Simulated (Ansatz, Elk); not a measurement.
# Bonding as seen by X-rays: RbRu2N2

Structure refinements treat a crystal as free atoms side by side. For a made-up structure of RbRu2N2 (cell and positions from a PBE relaxation) the runs below show what the calculated density changes in F(hkl).

Main program and level: Elk 11.2.3 (patched build); DFT, PBE, all-electron APW+lo, Dirac cores, scalar-relativistic bands, static density, no spin.

The structure was built from a prototype and need not be the compound's stable phase.

## Step 1: Set-up

It takes space group I4/mmm (No. 139, tetragonal). The conventional cell has a = 3.689 Å, b = 3.689 Å, c = 12.315 Å, α = 90.00°, β = 90.00°, γ = 90.00°. Ru has 4 N at 2.07 Å nearest. Rb has 8 N at 3.37 Å and 8 Ru at 3.59 Å and 4 Rb at 3.69 Å nearest. Nearest to N lie 4 Ru at 2.07 Å and 4 Rb at 3.37 Å. Farther neighbours and most contacts between anions are not listed.

Structure file:

```cif
data_structure
_symmetry_space_group_name_H-M 'P 1'
_symmetry_Int_Tables_number 1
_cell_length_a 6.6872
_cell_length_b 6.6872
_cell_length_c 6.6872
_cell_angle_alpha 147.978
_cell_angle_beta 147.978
_cell_angle_gamma 45.918
_cell_volume 83.79
loop_
_atom_site_label
_atom_site_type_symbol
_atom_site_fract_x
_atom_site_fract_y
_atom_site_fract_z
_atom_site_occupancy
Ru1 Ru 0.25000 0.75000 0.50000 1
Ru2 Ru 0.75000 0.25000 0.50000 1
Rb3 Rb 0.00000 0.00000 0.00000 1
N4 N 0.67292 0.67292 0.00000 1
N5 N 0.32708 0.32708 0.00000 1
```

## Step 2: Ground state and structure factors

An all-electron density is needed, since X-rays see the cores too. Task 0 finds the density and task 195 Fourier-transforms it; tshift is off so that phases refer to the origin typed.

The input, elk.in:

```
tasks
  0
  195

xctype
  20

spinpol
  .false.

rgkmax
  7.0

gmaxvr
  14.0

lmaxo
  7

lmaxapw
  8

swidth
  0.002

tshift
  .false.

ramdisk
  .false.

hmaxvr
  5.5

maxscl
  120

epspot
  1e-06

sppath
  './'

avec
  -3.48557454333 3.48557454333 11.63594329746
  3.48557454333 -3.48557454333 11.63594329746
  3.48557454333 3.48557454333 -11.63594329746

atoms
  3
  'Ru.in'
  2
  0.2500000000 0.7500000000 0.5000000000   0.000000 0.000000 0.000000
  0.7500000000 0.2500000000 0.5000000000   0.000000 0.000000 0.000000
  'Rb.in'
  1
  0.0000000000 0.0000000000 0.0000000000   0.000000 0.000000 0.000000
  'N.in'
  2
  0.6729236451 0.6729236451 0.0000000000   0.000000 0.000000 0.000000
  0.3270763549 0.3270763549 0.0000000000   0.000000 0.000000 0.000000

ngridk
  9 9 9
```

Started as:

```console
$ OMP_NUM_THREADS=4 elk
```

Numbers of over 12 decimals in the logs are rounded to 6 here.

Output:

```text
┌─────────────────────────┐
│ Elk code version 11.2.3 │
└─────────────────────────┘

All units are atomic (Hartree, Bohr, etc.)

┌─────────────────────────────────────────────────┐
│ Ground-state run starting from atomic densities │
└─────────────────────────────────────────────────┘

Lattice vectors :
  -3.485574543       3.485574543       11.63594330
   3.485574543      -3.485574543       11.63594330
   3.485574543       3.485574543      -11.63594330

Reciprocal lattice vectors :
  0.2112822810E-16  0.9013127146      0.2699903715
  0.9013127146      0.2112822810E-16  0.2699903715
  0.9013127146      0.9013127146     -0.5321373066E-17

Unit cell volume      :    565.4710008
Brillouin zone volume :   0.4386612454

Muffin-tin inner radius fraction :   0.1000000000E-01

Nuclei treated as point charges

Species : 1 (Ru)
 parameters loaded from : Ru.in
 name : ruthenium
 nuclear charge    :   -44.00000000
 electronic charge :    44.00000000
 atomic mass :    184239.3393
 muffin-tin radius :    2.286835767
 number of radial points in muffin-tin :   1193
 inner part over the whole radius :   0.9935759192E-02
 number on inner part of muffin-tin    :    846
 approximate nuclear radius :   0.8462081736E-04
 number of mesh points to nuclear radius :    425
 atomic positions (lattice), magnetic fields (Cartesian) :
  1 :   0.25000000 -0.25000000  0.50000000    0.00000000  0.00000000  0.00000000
  2 :  -0.25000000  0.25000000  0.50000000    0.00000000  0.00000000  0.00000000

Species : 2 (Rb)
 parameters loaded from : Rb.in
 name : rubidium
 nuclear charge    :   -37.00000000
 electronic charge :    37.00000000
 atomic mass :    155798.2686
 muffin-tin radius :    2.600000000
 number of radial points in muffin-tin :   1193
 inner part over the whole radius :   0.9947532429E-02
 number on inner part of muffin-tin    :    847
 approximate nuclear radius :   0.7999050501E-04
 number of mesh points to nuclear radius :    413
 atomic positions (lattice), magnetic fields (Cartesian) :
  1 :   0.00000000  0.00000000  0.00000000    0.00000000  0.00000000  0.00000000

Species : 3 (N)
 parameters loaded from : N.in
 name : nitrogen
 nuclear charge    :   -7.000000000
 electronic charge :    7.000000000
 atomic mass :    25532.65216
 muffin-tin radius :    1.583193993
 number of radial points in muffin-tin :    593
 inner part over the whole radius :   0.9831924482E-02
 number on inner part of muffin-tin    :    405
 approximate nuclear radius :   0.4939692610E-04
 number of mesh points to nuclear radius :    171
 atomic positions (lattice), magnetic fields (Cartesian) :
  1 :  -0.32707635 -0.32707635  0.00000000    0.00000000  0.00000000  0.00000000
  2 :   0.32707635  0.32707635  0.00000000    0.00000000  0.00000000  0.00000000

Total number of atoms per unit cell :    5
Total muffin-tin volume :    207.0565739
 ratio of muffin-tin to unit cell volume :   0.3661665650

Spin treatment :
 spin-unpolarised

Number of Bravais lattice symmetries :   16
Number of crystal symmetries         :   16
Crystal has inversion symmetry
Real symmetric eigensolver will be used

k-point grid :      9     9     9
k-point offset :    0.000000000       0.000000000       0.000000000
k-point set is reduced with full crystal symmetry group
Total number of k-points :       75

Muffin-tin radius times maximum |G+k| :    7.000000000
 using average radius
Maximum |G+k| for APW functions       :    3.384893475
Maximum (1/2)|G+k|²                   :    5.728751919
Maximum |G| for potential and density :    14.00000000
Constant for pseudocharge density :    9
 order of it for each species :   16  16  16
 order of it for pair densities of each species (exact exchange by exxq0 0: 17) :   12  15   4
Radial integration step length :    1

G-vector grid sizes :     60    60    60
Number of G-vectors :    26295

Maximum angular momentum used for
 APW functions            :    8
 outer part of muffin-tin :    7
 inner part of muffin-tin :    2

Total nuclear charge    :   -139.0000000
[...]
xc potential                :     -480.28364879653
 exchange                    :     -374.82933130206
 correlation                 :     -6.961029
 electron entropic           :    -0.98971137460617E-03
 total energy                :     -12156.060547092

Density of states at Fermi energy :    76.62711341
 (states/Hartree/unit cell)

Estimated indirect band gap :   0.6761884572E-03
 from k-point 62 to k-point 74
Estimated direct band gap   :   0.2450150966E-02
 at k-point 65

Charges :
 core                        :    88.00000000
 valence                     :    51.00000000
 interstitial                :    7.984932715
 muffin-tins (core leakage)
  species : 1 (Ru)
   atom 1                    :    41.37180731     (  0.2649693265E-06)
[...]
species : 2 (Rb)
[...]
species : 3 (N)
[...]
total in muffin-tins        :    131.0150673
 total calculated charge     :    139.0006128
 total charge                :    139.0000000
 error                       :   0.6127773224E-03

RMS change in Kohn-Sham potential (target) :    1.209320158     (  0.1000000000E-05)
Absolute change in total energy (target)   :   0.5830162974     (  0.1000000000E-03)

[... loops 3 to 15 left out ...]

┌──────────────────┐
│ Loop number : 16 │
└──────────────────┘

Energies :
 Fermi                       :     0.287031
 sum of occupied eigenvalues :     -7210.4484289790
 electron kinetic            :      12605.271873976
 core electron kinetic       :      12285.305210525
 Coulomb                     :     -24377.637183974
 Coulomb potential           :     -19317.630186095
 nuclear-nuclear             :     -1223.7185258149
 electron-nuclear            :     -27018.878071651
 Hartree                     :      3864.9594134922
 Madelung                    :     -14718.822090926
 xc potential                :     -498.09011685942
 exchange                    :     -375.29631455416
 correlation                 :     -6.986094
 electron entropic           :    -0.10168010603909E-02
 total energy                :     -12154.648735676

Density of states at Fermi energy :    78.23244684
 (states/Hartree/unit cell)

Estimated indirect band gap :   0.4430452992E-03
 from k-point 52 to k-point 12
Estimated direct band gap   :   0.5187799301E-02
 at k-point 53

Charges :
 core                        :    88.00000000
 valence                     :    51.00000000
 interstitial                :    7.789952687
 muffin-tins (core leakage)
  species : 1 (Ru)
[...]
species : 2 (Rb)
[...]
species : 3 (N)
[...]
total in muffin-tins        :    131.2100473
 total calculated charge     :    139.0005354
 total charge                :    139.0000000
 error                       :   0.5353638620E-03

RMS change in Kohn-Sham potential (target) :   0.4128845786E-06 (  0.1000000000E-05)
Absolute change in total energy (target)   :   0.7868434295E-04 (  0.1000000000E-03)

Convergence targets achieved

┌──────────────────┐
│ Loop number : 17 │
└──────────────────┘

Energies :
 Fermi                       :     0.287031
 sum of occupied eigenvalues :     -7210.4484236391
 electron kinetic            :      12605.271865989
 core electron kinetic       :      12285.305205883
 Coulomb                     :     -24377.637175077
 Coulomb potential           :     -19317.630194287
 nuclear-nuclear             :     -1223.7185258149
 electron-nuclear            :     -27018.878045377
 Hartree                     :      3864.9593961157
 Madelung                    :     -14718.822077933
 xc potential                :     -498.09009534108
 exchange                    :     -375.29631417225
 correlation                 :     -6.986094
 electron entropic           :    -0.10168017528694E-02
 total energy                :     -12154.648734370

Density of states at Fermi energy :    78.23251017
 (states/Hartree/unit cell)

Estimated indirect band gap :   0.4430398573E-03
 from k-point 52 to k-point 12
Estimated direct band gap   :   0.5187788516E-02
 at k-point 53

Charges :
 core                        :    88.00000000
 valence                     :    51.00000000
 interstitial                :    7.789952861
 muffin-tins (core leakage)
  species : 1 (Ru)
[...]
species : 2 (Rb)
   atom 1                    :    35.41964412     (  0.9279449230E-04)
  species : 3 (N)
   atom 1                    :    5.766832364     (  0.1566743901E-05)
   atom 2                    :    5.766832364     (  0.1566743901E-05)
 total in muffin-tins        :    131.2100471
 total calculated charge     :    139.0005354
 total charge                :    139.0000000
 error                       :   0.5353639170E-03

┌──────────────────────────────┐
│ Self-consistent loop stopped │
└──────────────────────────────┘

Wrote STATE.OUT
```

The job ended after 69 s (4 threads of Arm Neoverse V1, shared host; peak memory 0.22 GiB).

SFACRHO.OUT:

```text

h k l indices transformed by vhmat matrix:
   1.000000000       0.000000000       0.000000000    
   0.000000000       1.000000000       0.000000000    
   0.000000000       0.000000000       1.000000000    

      h      k      l  multipl.   |H|            Re(F)            Im(F)           |F|

      0      0      0      1   0.0000000       139.00000     -0.40204661E-16   139.00000    
      1      1     -1      2  0.53998074      -56.220619     -0.88284224E-14   56.220619    
      0      1      0      8  0.94088225       26.675954      0.49046791E-15   26.675954    
      2      2     -2      2   1.0799615       101.12452      0.18147313E-13   101.12452    
     -2     -1      1      8   1.2117829       40.200386     -0.61308489E-16   40.200386    
     -1      1      0      4   1.2746487      -31.337421     -0.26007760E-15   31.337421    
     -1     -1      2      8   1.3843079       92.834927     -0.17166377E-13   92.834927    
      3      3     -3      2   1.6199422      -29.743600     -0.79701035E-13   29.743600    
      2      3     -3      8   1.6231866       22.221442      0.24523396E-15   22.221442    
      3      1     -2      8   1.6706424      -39.973281      0.40708837E-13   39.973281    
      1     -1     -1      4   1.8026254       95.904509      0.34553145E-13   95.904509    
     -2      0      2      8   1.8817645      -39.301453      0.14959271E-13   39.301453    
     -1      0      2     16   2.0334006       21.993499      -0.0000000       21.993499    
     -2     -4      3      8   2.0612962       89.444411     -0.21457971E-13   89.444411    
      4      3     -4      8   2.0938505       23.130134      -0.0000000       23.130134    
      1      3     -1      8   2.1013746       80.511397     -0.98093582E-15   80.511397    
     -4     -4      4      2   2.1599230       77.177418     -0.27466203E-13   77.177418    
      2      1     -3     16   2.1720673       29.999705      0.61308489E-16   29.999705
```

Elk indexes on the primitive cell of elk.in and gives |H| = 4π sin θ/λ in inverse bohr. Below, one row stands for each form hkl of the conventional cell (m members, Friedel mates merged), F is for one primitive cell and the density is static (no thermal factor). Free-atom factors are Waasmaier and Kirfel's, and R is Σm||F|−|F'||/Σm|F|.

```
hkl   m  sin θ/λ (Å⁻¹)  abs F, DFT  neutral atoms   diff.
002   2          0.081      56.221         56.052  +0.169
101   8          0.141      26.676         26.924  -0.248
004   2          0.162     101.124        101.888  -0.764
103   8          0.182      40.200         39.817  +0.384
110   4          0.192      31.337         31.981  -0.644
112   8          0.208      92.835         93.225  -0.390
006   2          0.244      29.744         30.362  -0.619
105   8          0.244      22.221         22.251  -0.030
114   8          0.251      39.973         40.211  -0.238
200   4          0.271      95.904         95.925  -0.020
202   8          0.283      39.301         39.424  -0.123
211  16          0.306      21.994         22.005  -0.012
116   8          0.310      89.444         89.667  -0.223
107   8          0.315      23.130         23.111  +0.019
```

## Step 3: The highest occupied states alone

An energy window below the Fermi level keeps the highest occupied states, to see at which angles they scatter; shallow core shells can lie inside it and anion s states outside. No new self-consistency is needed.

elk.in, as its differences from that of step 2:

```diff
@@ -1,3 +1,2 @@
 tasks
-  0
   195
@@ -40,2 +39,5 @@
 
+wsfac
+  -0.080460 0.587030
+
 sppath
```

Started as:

```console
$ OMP_NUM_THREADS=4 elk
```

Output:

```text
┌─────────────────────────────────┐
│ Elk code version 11.2.3 started │
└─────────────────────────────────┘

Info(readinput): the functional depends on the density's gradient
 muffin-tin radial points multiplied by    2.00000
 (not where nrmtscf is given)

┌────────────────────┐
│ Current task : 195 │
└────────────────────┘
Info(checkmt): changed muffin-tin radius of species 1 (Ru) from   2.6000 to   2.2868
Info(checkmt): changed muffin-tin radius of species 3 (N) from   1.8000 to   1.5832

Info(sfacrho): density structure factors written to SFACRHO.OUT

 Energy window :  -0.8046000000E-01  0.5870300000

┌──────────────────┐
│ Elk code stopped │
└──────────────────┘
```

The job ended after 12 s (4 threads; peak memory 0.16 GiB).

States within 10 eV below the Fermi level hold 23.00 electrons; any levels below the window count with the cores. Their amplitudes can exceed the total, where window and core parts have opposite phase:

```
hkl  sin θ/λ (Å⁻¹)  abs F, window  abs F, all
002          0.081         15.350      56.221
101          0.141          2.416      26.676
004          0.162          4.705     101.124
103          0.182          4.036      40.200
110          0.192          1.849      31.337
112          0.208          3.238      92.835
006          0.244          0.339      29.744
105          0.244          1.268      22.221
114          0.251          4.271      39.973
200          0.271          4.829      95.904
```

## Step 4: Another functional

The difference from free atoms is small, so it is set against the change that LDA (Perdew-Wang) makes.

elk.in, as its differences from that of step 3:

```diff
@@ -1,2 +1,3 @@
 tasks
+  0
   195
@@ -4,3 +5,3 @@
 xctype
-  20
+  3
 
@@ -39,5 +40,2 @@
 
-wsfac
-  -0.080460 0.587030
-
 sppath
```

Started as:

```console
$ OMP_NUM_THREADS=4 elk
```

Output:

```text
┌─────────────────────────┐
│ Elk code version 11.2.3 │
└─────────────────────────┘

All units are atomic (Hartree, Bohr, etc.)

┌─────────────────────────────────────────────────┐
│ Ground-state run starting from atomic densities │
└─────────────────────────────────────────────────┘

Lattice vectors :
  -3.485574543       3.485574543       11.63594330
   3.485574543      -3.485574543       11.63594330
   3.485574543       3.485574543      -11.63594330

Reciprocal lattice vectors :
  0.2112822810E-16  0.9013127146      0.2699903715
[...]
interstitial                :    7.857816604
 muffin-tins (core leakage)
  species : 1 (Ru)
[...]
species : 2 (Rb)
[...]
species : 3 (N)
   atom 1                    :    5.745162338     ( -0.2304411020E-05)
   atom 2                    :    5.745162338     ( -0.2304411020E-05)
 total in muffin-tins        :    131.1421834
 total calculated charge     :    139.0005661
 total charge                :    139.0000000
 error                       :   0.5660994453E-03

┌──────────────────────────────┐
│ Self-consistent loop stopped │
└──────────────────────────────┘

Wrote STATE.OUT
[key lines of the parts left out:]
total energy                :     -12141.531102971
```

Elapsed: 50 s, on 4 threads; peak memory 0.17 GiB; 2.8 min of CPU time.

Against the first run R = 0.04 %; the largest change is -0.057 at 200.

## Step 5: A coarser k-mesh

About half the k-points along each axis test the sampling.

elk.in, as its differences from that of step 4:

```diff
@@ -5,3 +5,3 @@
 xctype
-  3
+  20
 
@@ -63,2 +63,2 @@
 ngridk
-  9 9 9
+  4 4 4
```

Started as:

```console
$ OMP_NUM_THREADS=4 elk
```

Output:

```text
┌─────────────────────────┐
│ Elk code version 11.2.3 │
└─────────────────────────┘

All units are atomic (Hartree, Bohr, etc.)

┌─────────────────────────────────────────────────┐
│ Ground-state run starting from atomic densities │
└─────────────────────────────────────────────────┘

Lattice vectors :
  -3.485574543       3.485574543       11.63594330
   3.485574543      -3.485574543       11.63594330
   3.485574543       3.485574543      -11.63594330

Reciprocal lattice vectors :
  0.2112822810E-16  0.9013127146      0.2699903715
[...]
interstitial                :    7.793228630
 muffin-tins (core leakage)
  species : 1 (Ru)
[...]
species : 2 (Rb)
[...]
species : 3 (N)
   atom 1                    :    5.766307396     (  0.1566645193E-05)
   atom 2                    :    5.766307396     (  0.1566645193E-05)
 total in muffin-tins        :    131.2067714
 total calculated charge     :    139.0006870
 total charge                :    139.0000000
 error                       :   0.6869586607E-03

┌──────────────────────────────┐
│ Self-consistent loop stopped │
└──────────────────────────────┘

Wrote STATE.OUT
[key lines of the parts left out:]
total energy                :     -12154.650039518
```

Elapsed: 29 s, on 4 threads; peak memory 0.21 GiB; 62 s of CPU time.

Against the first run R = 0.02 %; the largest change is -0.034 at 0 0 10.

## Step 6: Settings against the effect

```
              run  R against the first run (%)  R against neutral atoms, low angle (%)  wall time
    PBE, rgkmax 7                         0.00                                    0.57       69 s
LDA (Perdew-Wang)                         0.04                                    0.58       50 s
     k-mesh 4×4×4                         0.02                                    0.58       29 s
```

## Step 7: Outcome

```yaml
r_against_neutral_atoms_sin_theta_lambda_0p3_a_minus1: 0.57 %
r_against_neutral_atoms_0p3_to_0p83_a_minus1: 0.24 %
```

**Reading.** Independent neutral atoms miss the calculated amplitudes by R = 0.57 % below 0.3 Å⁻¹ and 0.24 % from there to 0.83 Å⁻¹; by shells, 0.71 % below 0.15 Å⁻¹ (2 forms), 0.56 % 0.15 to 0.3 (9 forms), 0.34 % 0.3 to 0.45 (21 forms), 0.21 % above 0.45 (117 forms). Bonding, aspherical density and the tables' own atoms all enter these figures, and the runs don't part them. The largest change of an amplitude is -0.76 electrons, at 004. The window's part falls from 23.0 electrons at the origin to at most 0.47 between 0.45 and 0.83 Å⁻¹. Below 0.3 Å⁻¹ the changes that finished (LDA (Perdew-Wang) and k-mesh 4×4×4) move F by R = 0.06 % at most, against the 0.57 % that separates it from free atoms. The basis has no finished test. These runs have no spin, though d or f shells may be open. The electron count is odd, so without spin the run is a metal by force. Part of the difference isn't bonding: the tables are fits to free atoms and ions calculated by other methods than this functional. Thermal motion, anomalous dispersion and extinction are left out.

[Logs are printed without paths, hosts, clocks, repeated set-up lines and the standing remarks that a program may print on its own settings, such as how far it seeks lower states.]

[Hosts, paths, dates, database ids (printed as entryN), source tags and the programs' standing remarks are cut or masked in the printed files.]
